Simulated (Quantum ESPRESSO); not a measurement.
# Si, diamond: band edges under a change of volume

How fast do the gaps move when the cell is scaled evenly?

Calculated with Quantum ESPRESSO 7.5, PBEsol, GBRV 1.5 ultrasoft potentials, cutoff 680 eV, Fermi–Dirac smearing 0.02 eV, k-mesh 9×9×9, no spin polarisation, no spin-orbit coupling.

Reference cell, relaxed at zero pressure with PBEsol (Fd-3m): a = 3.8411 Å, b = 3.8411 Å, c = 3.8411 Å, α = 60.00°, β = 60.00°, γ = 60.00°.

```csv
atom,x,y,z
Si,0.5000,0.5000,0.5000
Si,0.7500,0.7500,0.7500
```

Levels are read on the k-mesh and along lines from Γ to X = (0.5, 0, 0.5), L = (0.5, 0.5, 0.5), K = (0.375, 0.375, 0.75) and W = (0.5, 0.25, 0.75) in the reciprocal basis of this cell (the letters only name these points), and count from the highest filled level.

| ln(V/V0) | gap (eV) | direct gap at Γ (eV) | lowest empty along Γ–X (Γ left out) (eV) | lowest empty at K (eV) | lowest empty at L (eV) |
| --- | --- | --- | --- | --- | --- |
| −0.0619 | 0.349 | 2.543 | 0.349 | 1.006 | 1.682 |
| −0.0202 | 0.429 | 2.528 | 0.429 | 1.071 | 1.534 |
| 0.0000 | 0.466 | 2.520 | 0.466 | 1.100 | 1.462 |
| 0.0198 | 0.501 | 2.512 | 0.501 | 1.127 | 1.392 |
| 0.0392 | 0.534 | 2.504 | 0.534 | 1.152 | 1.324 |
| 0.0583 | 0.566 | 2.495 | 0.566 | 1.175 | 1.257 |

**Question.** Fit the lowest empty level at L and give it at ln(V/V0) = −0.0408, a row left out above.

A straight line through the 6 rows: the means are 0.005867 for ln(V/V0) and 1.4418 for the level, Σ(Δx)² = 0.009361 and ΣΔxΔy = −0.03311, so the slope is −0.03311/0.009361 = −3.5371 and the intercept 1.4418 − (−3.5371)(0.005867) = 1.4626.

The slope is the volume deformation potential of this gap, −3.54 eV, as a mean over the range. The line gives 1.607 eV. The run itself gives 1.607 eV, so the estimate misses by 0.000 eV, a rounding's worth.

The gap lies below the direct one at Γ in every row. Semilocal functionals give gaps that are too small, and the error differs from valley to valley, so the order of close valleys can be wrong too.

[Logs are printed without paths, hosts, clocks, repeated set-up lines and the standing remarks that a program may print on its own settings, such as how far it seeks lower states.]
